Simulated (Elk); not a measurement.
# TaN: optical spectrum from first principles

Aim: the dielectric function of TaN, and the optical constants that follow from it.

Main program and level: Elk 11.2.3 (patched build); DFT, PBE, all-electron APW+lo, Dirac cores, scalar-relativistic bands, independent-particle optical response without local fields.

### 1. Starting point

It takes space group Fm-3m (No. 225, cubic). The conventional cell has a = 4.358 Å, b = 4.358 Å, c = 4.358 Å, α = 90.00°, β = 90.00°, γ = 90.00°. Nearest to Ta lie 6 N at 2.18 Å. Nearest to N lie 6 Ta at 2.18 Å. Farther neighbours, and contacts between anions beyond the nearest, are not listed.

### 2. Ground state

The self-consistent density comes first; it also tells whether there is a gap, which decides the occupations and the need for a Drude term.

This step: DFT, PBE, all-electron APW+lo, Dirac cores, scalar-relativistic bands, ground state (Elk 11.2.3 (patched build)).

Contents of elk.in:

```
tasks
  0
  120

xctype
  20

nempty
  10

lorbcnd
  .true.

rgkmax
  7.0

swidth
  0.0018375

maxscl
  100

epsengy
  1e-05

sppath
  './'

avec
  0.000000000000 4.117713225560 4.117713225560
  4.117713225560 0.000000000000 4.117713225560
  4.117713225560 4.117713225560 0.000000000000

atoms
  2
  'Ta.in'
  1
  0.500000000000 0.500000000000 0.500000000000   0.000 0.000 0.000
  'N.in'
  1
  0.000000000000 0.000000000000 0.000000000000   0.000 0.000 0.000

ngridk
  16 16 16
```

The run is started by

```
OMP_NUM_THREADS=4 elk
```

What it wrote:

```text
┌─────────────────────────┐
│ Elk code version 11.2.3 │
└─────────────────────────┘

All units are atomic (Hartree, Bohr, etc.)

┌─────────────────────────────────────────────────┐
│ Ground-state run starting from atomic densities │
└─────────────────────────────────────────────────┘

Lattice vectors :
   0.000000000       4.117713226       4.117713226
   4.117713226       0.000000000       4.117713226
   4.117713226       4.117713226       0.000000000

Reciprocal lattice vectors :
 -0.7629459560      0.7629459560      0.7629459560
  0.7629459560     -0.7629459560      0.7629459560
  0.7629459560      0.7629459560     -0.7629459560

Unit cell volume      :    139.6362855
Brillouin zone volume :    1.776402262

Muffin-tin inner radius fraction :   0.1000000000E-01

Nuclei treated as point charges

Species : 1 (Ta)
 parameters loaded from : Ta.in
 name : tantalum
 nuclear charge    :   -73.00000000
 electronic charge :    73.00000000
 atomic mass :    329847.8435
 muffin-tin radius :    2.475999355
 number of radial points in muffin-tin :   1393
 inner part over the whole radius :   0.9922886750E-02
 number on inner part of muffin-tin    :    996
 approximate nuclear radius :   0.1005189763E-03
 number of mesh points to nuclear radius :    523
 atomic positions (lattice), magnetic fields (Cartesian) :
  1 :   0.00000000  0.00000000  0.00000000    0.00000000  0.00000000  0.00000000

Species : 2 (N)
 parameters loaded from : N.in
 name : nitrogen
 nuclear charge    :   -7.000000000
 electronic charge :    7.000000000
 atomic mass :    25532.65216
 muffin-tin radius :    1.591713871
 number of radial points in muffin-tin :    593
 inner part over the whole radius :   0.9815181303E-02
 number on inner part of muffin-tin    :    405
 approximate nuclear radius :   0.4939692610E-04
 number of mesh points to nuclear radius :    171
 atomic positions (lattice), magnetic fields (Cartesian) :
  1 :   0.50000000  0.50000000  0.50000000    0.00000000  0.00000000  0.00000000

Total number of atoms per unit cell :    2
Total muffin-tin volume :    80.47497808
 ratio of muffin-tin to unit cell volume :   0.5763185249

Spin treatment :
 spin-unpolarised

Number of Bravais lattice symmetries :   48
Number of crystal symmetries         :   48
Crystal has inversion symmetry
Real symmetric eigensolver will be used

k-point grid :     16    16    16
k-point offset :    0.000000000       0.000000000       0.000000000
k-point set is reduced with full crystal symmetry group
Total number of k-points :      145

Muffin-tin radius times maximum |G+k| :    7.000000000
 using average radius
Maximum |G+k| for APW functions       :    3.441737218
Maximum (1/2)|G+k|²                   :    5.922777538
Maximum |G| for potential and density :    12.00000000
Constant for pseudocharge density :    7
 order of it for each species :   14  14
 order of it for pair densities of each species (exact exchange by exxq0 0: 14) :   14   4
Radial integration step length :    1

G-vector grid sizes :     24    24    24
Number of G-vectors :     4015

Maximum angular momentum used for
 APW functions            :    8
 outer part of muffin-tin :    6
 inner part of muffin-tin :    2

Total nuclear charge    :   -80.00000000
Total core charge       :    48.00000000
Total valence charge    :    32.00000000
Total excess charge     :    0.000000000
Total electronic charge :    80.00000000

Effective Wigner radius, rₛ :   0.7469185242

Number of empty states         :     20
Total number of valence states :     37
Total number of core states    :     48

Conduction state local-orbitals added automatically
Third-order local-orbitals added for an l without core states : F
Total number of local-orbitals :    130

Exchange-correlation functional :     20     0     0
 Perdew-Burke-Ernzerhof, Phys. Rev. Lett. 77, 3865 (1996)
 gradient requirement :    1
 generalised gradient approximation (GGA)

Smearing type :    3
 Fermi-Dirac
Smearing width :   0.1837500000E-02
Effective electronic temperature (K) :    580.2366081

Mixing type :    3
 Broyden mixing, J. Phys. A: Math. Gen. 17, L317 (1984)

Kohn-Sham potential initialised from atomic data

┌──────────────────────────────┐
│ Self-consistent loop started │
└──────────────────────────────┘

┌─────────────────┐
│ Loop number : 1 │
└─────────────────┘

Energies :
 Fermi                       :     0.423576
 sum of occupied eigenvalues :     -9583.1428458793
 electron kinetic            :      17591.636114434
 core electron kinetic       :      16997.501670244
 Coulomb                     :     -32948.520581214
 Coulomb potential           :     -26757.293091571
 nuclear-nuclear             :     -1564.6485399175
 electron-nuclear            :     -36044.107921683
 Hartree                     :      4660.2358803867
 Madelung                    :     -19569.874035429
 xc potential                :     -417.48586874227
 exchange                    :     -319.82782863708
 correlation                 :     -4.678322
 electron entropic           :    -0.203993E-03
 total energy                :     -15681.390821140

Density of states at Fermi energy :    18.67857998
 (states/Hartree/unit cell)

Estimated indirect band gap :   0.1979855954E-02
 from k-point 48 to k-point 26
Estimated direct band gap   :   0.1514019475E-01
 at k-point 126

Charges :
 core                        :    48.00000000
 valence                     :    32.00000000
 interstitial                :    2.887863312
 muffin-tins (core leakage)
  species : 1 (Ta)
   atom 1                    :    70.44537439     (  0.2079730606E-05)
  species : 2 (N)
   atom 1                    :    6.666762302     (  0.1415939974E-05)
 total in muffin-tins        :    77.11213669
 total calculated charge     :    79.99918274
 total charge                :    80.00000000
 error                       :   0.8172581000E-03

┌─────────────────┐
│ Loop number : 2 │
└─────────────────┘

Energies :
 Fermi                       :     0.424998
 sum of occupied eigenvalues :     -9583.1981031255
 electron kinetic            :      17591.568473346
 core electron kinetic       :      16997.325517738
 Coulomb                     :     -32948.719606400
 Coulomb potential           :     -26757.020944188
 nuclear-nuclear             :     -1564.6485399175
 electron-nuclear            :     -36044.778259382
 Hartree                     :      4660.7071928998
 Madelung                    :     -19570.209134306
 xc potential                :     -417.74563228367
 exchange                    :     -319.83162319476
 correlation                 :     -4.678782
 electron entropic           :    -0.207768E-03
 total energy                :     -15681.661745789

Density of states at Fermi energy :    19.10179020
 (states/Hartree/unit cell)

Estimated indirect band gap :   0.1655691747E-02
 from k-point 57 to k-point 26
Estimated direct band gap   :   0.1515815134E-01
 at k-point 126

Charges :
 core                        :    48.00000000
 valence                     :    32.00000000
 interstitial                :    2.891567244
 muffin-tins (core leakage)
  species : 1 (Ta)
   atom 1                    :    70.45881413     (  0.2074745176E-05)
  species : 2 (N)
   atom 1                    :    6.649618625     (  0.1418625677E-05)
 total in muffin-tins        :    77.10843276
 total calculated charge     :    79.99918920
 total charge                :    80.00000000
 error                       :   0.8107952558E-03

RMS change in Kohn-Sham potential (target) :    1.528927592     (  0.1000000000E-05)
Absolute change in total energy (target)   :   0.2709246486     (  0.1000000000E-04)

[... 14 loops left out ...]

┌──────────────────┐
│ Loop number : 17 │
└──────────────────┘

Energies :
 Fermi                       :     0.598053
 sum of occupied eigenvalues :     -9574.2004425626
 electron kinetic            :      17596.869032654
 core electron kinetic       :      16997.359549155
 Coulomb                     :     -32953.185314214
 Coulomb potential           :     -26746.519015347
 nuclear-nuclear             :     -1564.6485399175
 electron-nuclear            :     -36064.372768939
 Hartree                     :      4675.8359946417
 Madelung                    :     -19579.925806541
 xc potential                :     -424.55045987015
 exchange                    :     -319.92060511929
 correlation                 :     -4.694118
 electron entropic           :    -0.303481E-03
 total energy                :     -15680.931308483

Density of states at Fermi energy :    28.74274030
 (states/Hartree/unit cell)

Estimated indirect band gap :   0.7847425412E-03
 from k-point 133 to k-point 126
Estimated direct band gap   :   0.6570155893E-02
 at k-point 47

Charges :
 core                        :    48.00000000
 valence                     :    32.00000000
 interstitial                :    2.960182172
 muffin-tins (core leakage)
  species : 1 (Ta)
   atom 1                    :    71.00451016     (  0.1932897490E-05)
  species : 2 (N)
   atom 1                    :    6.035307666     (  0.1464929086E-05)
 total in muffin-tins        :    77.03981783
 total calculated charge     :    79.99942845
 total charge                :    80.00000000
 error                       :   0.5715525034E-03

RMS change in Kohn-Sham potential (target) :   0.6890460276E-07 (  0.1000000000E-05)
Absolute change in total energy (target)   :   0.8183864338E-05 (  0.1000000000E-04)

Convergence targets achieved

┌──────────────────┐
│ Loop number : 18 │
└──────────────────┘

Energies :
 Fermi                       :     0.598053
 sum of occupied eigenvalues :     -9574.2004432851
 electron kinetic            :      17596.869031694
 core electron kinetic       :      16997.359548187
 Coulomb                     :     -32953.185314234
 Coulomb potential           :     -26746.519014757
 nuclear-nuclear             :     -1564.6485399175
 electron-nuclear            :     -36064.372769653
 Hartree                     :      4675.8359953364
 Madelung                    :     -19579.925806856
 xc potential                :     -424.55046022239
 exchange                    :     -319.92060513293
 correlation                 :     -4.694118
 electron entropic           :    -0.303481E-03
 total energy                :     -15680.931309476

Density of states at Fermi energy :    28.74274055
 (states/Hartree/unit cell)

Estimated indirect band gap :   0.7847423118E-03
 from k-point 133 to k-point 126
Estimated direct band gap   :   0.6570157604E-02
 at k-point 47

Charges :
 core                        :    48.00000000
 valence                     :    32.00000000
 interstitial                :    2.960182142
 muffin-tins (core leakage)
  species : 1 (Ta)
   atom 1                    :    71.00451020     (  0.1932895884E-05)
  species : 2 (N)
   atom 1                    :    6.035307663     (  0.1464929045E-05)
 total in muffin-tins        :    77.03981786
 total calculated charge     :    79.99942845
 total charge                :    80.00000000
 error                       :   0.5715525104E-03

┌──────────────────────────────┐
│ Self-consistent loop stopped │
└──────────────────────────────┘

Wrote STATE.OUT
```

The job ended after 21 s (4 threads of Arm Neoverse V2, shared host; peak memory 0.11 GiB).

Numbers from this step:

| Quantity | Value |
| --- | --- |
| total energy | -15681 Ha |
| Fermi energy | 16.27 eV |
| DOS at the Fermi level | 1.056 states/eV/cell |

There are states at the Fermi level within the smearing, so the occupations stay smeared and the carriers get a Drude term.

### 3. Independent particles

With the density converged, the vertical transitions are summed over the zone.

This step: DFT, PBE, all-electron APW+lo, Dirac cores, scalar-relativistic bands, independent-particle optical response without local fields (Elk 11.2.3 (patched build)).

Changes to elk.in since step 2:

```diff
@@ -1,4 +1,9 @@
 tasks
-  0
-  120
+  121
+
+optcomp
+  1 1
+
+intraband
+  .true.
 
@@ -17,9 +22,7 @@
 swidth
-  0.0018375
+  0.0055124
 
-maxscl
-  100
-
-epsengy
-  1e-05
+wplot
+  400 100 0
+  0.0 0.51449
```

The run is started by

```
OMP_NUM_THREADS=4 elk
```

What it wrote:

```text
┌─────────────────────────────────┐
│ Elk code version 11.2.3 started │
└─────────────────────────────────┘

Info(readinput): the functional depends on the density's gradient
 muffin-tin radial points multiplied by    2.00000
 (not where nrmtscf is given)

┌────────────────────┐
│ Current task : 121 │
└────────────────────┘
Info(checkmt): changed muffin-tin radius of species 1 (Ta) from   2.8000 to   2.4760
Info(checkmt): changed muffin-tin radius of species 2 (N) from   1.8000 to   1.5917

Info(findsymcrys): atomic basis shift (lattice) :
  0.5000000000      0.5000000000      0.5000000000
See GEOMETRY.OUT for new atomic positions

Info(dielectric):
 dielectric tensor written to EPSILON_ij.OUT
 optical conductivity written to SIGMA_ij.OUT
 plasma frequency written to PLASMA_ij.OUT
 for components
  i = 1, j = 1

┌──────────────────┐
│ Elk code stopped │
└──────────────────┘
```

Run time: 4.2 s. Hardware: 4 threads; peak memory 0.04 GiB; 17 s of CPU time.

This step gave:

- Drude plasma energy, first axis: 10.71 eV

Sum at mesh points, not converged in k. Im ε, E ∥ x against photon energy; read off at these points:

```tsv
photon energy (eV)	Im ε, E ∥ x
0.5	275
1.0	36.2
1.5	14.4
2.0	8.37
2.5	4.93
3.0	2.89
3.5	3.22
4.0	2.68
4.5	3.62
5.0	4.93
5.5	4.37
6.0	6.14
6.5	5.86
7.0	7.17
7.5	7.50
8.0	7.06
8.5	7.60
9.0	6.75
9.5	7.11
10.0	6.95
10.5	5.94
11.0	5.92
11.5	6.11
12.0	5.91
12.5	4.69
13.0	2.84
13.5	2.29
```

Values under 1 per cm are given as 1; sum at mesh points, not converged in k. Table of absorption coefficient, E ∥ x by photon energy:

```tsv
photon energy (eV)	absorption coefficient, E ∥ x (1/cm)
0.490	1.2e6
1.015	1.2e6
1.505	1.2e6
1.995	1.2e6
2.485	1.1e6
3.010	1.0e6
3.500	9.0e5
3.990	7.3e5
4.515	6.4e5
5.005	7.5e5
5.495	6.5e5
5.985	8.4e5
6.510	9.1e5
7.000	1.2e6
7.490	1.3e6
8.015	1.4e6
8.505	1.5e6
8.995	1.7e6
9.485	1.8e6
10.010	2.0e6
10.500	2.0e6
10.990	2.0e6
11.515	2.3e6
12.005	2.6e6
12.495	2.7e6
12.985	2.6e6
13.510	2.4e6
```

Sum at mesh points, not converged in k. Reflectivity at normal incidence, E ∥ x against photon energy; read off at these points:

```tsv
photon energy (eV)	reflectivity at normal incidence, E ∥ x (%)
0.5	96.1
1.0	96.1
1.5	94.1
2.0	92.5
2.5	90.1
3.0	87.3
3.5	72.0
4.0	51.8
4.5	28.6
5.0	28.1
5.5	22.1
6.0	27.8
6.5	27.1
7.0	32.6
7.5	32.5
8.0	32.8
8.5	33.4
9.0	36.3
9.5	36.8
10.0	39.1
10.5	37.5
11.0	36.1
11.5	41.4
12.0	45.7
12.5	49.8
13.0	57.7
13.5	54.4
```

Sum at mesh points, not converged in k. Loss function −Im 1/ε at q → 0, E ∥ x against energy loss; read off at these points:

energy loss (eV), loss function −Im 1/ε at q → 0, E ∥ x and a bar:
```
     0.50      0.001 
     1.00      0.002 
     1.50      0.004 
     2.00      0.007 #
     2.50      0.012 #
     3.00      0.021 ##
     3.50      0.069 #######
     4.00      0.192 ###################
     4.24      0.299 ##############################
     4.50      0.274 ###########################
     5.00      0.200 ####################
     5.14      0.236 ########################
     5.50      0.184 ##################
     6.00      0.133 #############
     6.50      0.141 ##############
     7.00      0.132 #############
     7.14      0.152 ###############
     7.50      0.122 ############
     8.00      0.136 ##############
     8.50      0.124 ############
     9.00      0.148 ###############
     9.50      0.141 ##############
    10.00      0.142 ##############
    10.50      0.164 ################
    10.88      0.173 #################
    11.00      0.167 #################
    11.50      0.152 ###############
    12.00      0.142 ##############
    12.50      0.147 ###############
    13.00      0.147 ###############
    13.50      0.192 ###################
```

Optical constants at common wavelengths, from n + ik = √ε:

```tsv
wavelength (nm)	n	k	R (%)	1/α
1064	1.13	10.325	95.9	8.2 nm
633	0.76	6.053	92.3	8.3 nm
532	0.61	4.874	90.7	8.7 nm
450	0.47	3.946	89.4	9.1 nm
405	0.44	3.250	86.2	9.9 nm
308	0.78	1.745	49.9	14 nm
193	2.07	1.380	26.9	11 nm
```

In reflection the computed colour is near white: x = 0.316, y = 0.332, luminous reflectivity 91 %.

### 4. Results

```yaml
drude_plasma_energy_first_axis: 10.7 eV
```

At this level (PBE, independent particles) TaN is a metal with a Drude plasma energy of 10.7 eV. The mesh is too coarse to trust the carriers' weight, the reflectivity or the colour to better than tens of per cent. Along x the bare Drude plasma energy is 10.7 eV; Re ε first rises through zero at 4.57 eV, far lower, because interband transitions screen the carriers. Im ε is 3.6 there, so the loss peak at that energy is weak. In reflection the computed colour is near white: x = 0.316, y = 0.332, luminous reflectivity 91 %. The carriers' damping of 0.15 eV is typed, not computed; at 0.8 eV the carriers give 49 % of Im ε, the rest is interband. Spin-orbit coupling is left out although heavy atoms are present. The sum runs over mesh points 0.16 Å⁻¹ apart with no interpolation, so peaks are partly noise of the mesh, and the Drude plasma energy, a sum over the Fermi surface, isn't converged.

[Long decimals in the printed logs are rounded to 6 places.]

[Machine, clock and banner lines and Python warnings are left out of the logs.]

[Logs are printed without paths, hosts, clocks, repeated set-up lines and the standing remarks that a program may print on its own settings, such as how far it seeks lower states.]

[Hosts, paths, dates, database ids (printed as entryN), source tags and the programs' standing remarks are cut or masked in the printed files.]

[Where Elk ran, warnings of its patched build on accuracy (core leakage, angular cutoffs, spin-orbit splittings, empty states, lower magnetic states) are left out.]

[Where the starting crystal was built by hand or by swapping elements, it need not be the compound's stable phase.]

[The count of steps not shown may lack steps that the program refused or didn't finish.]
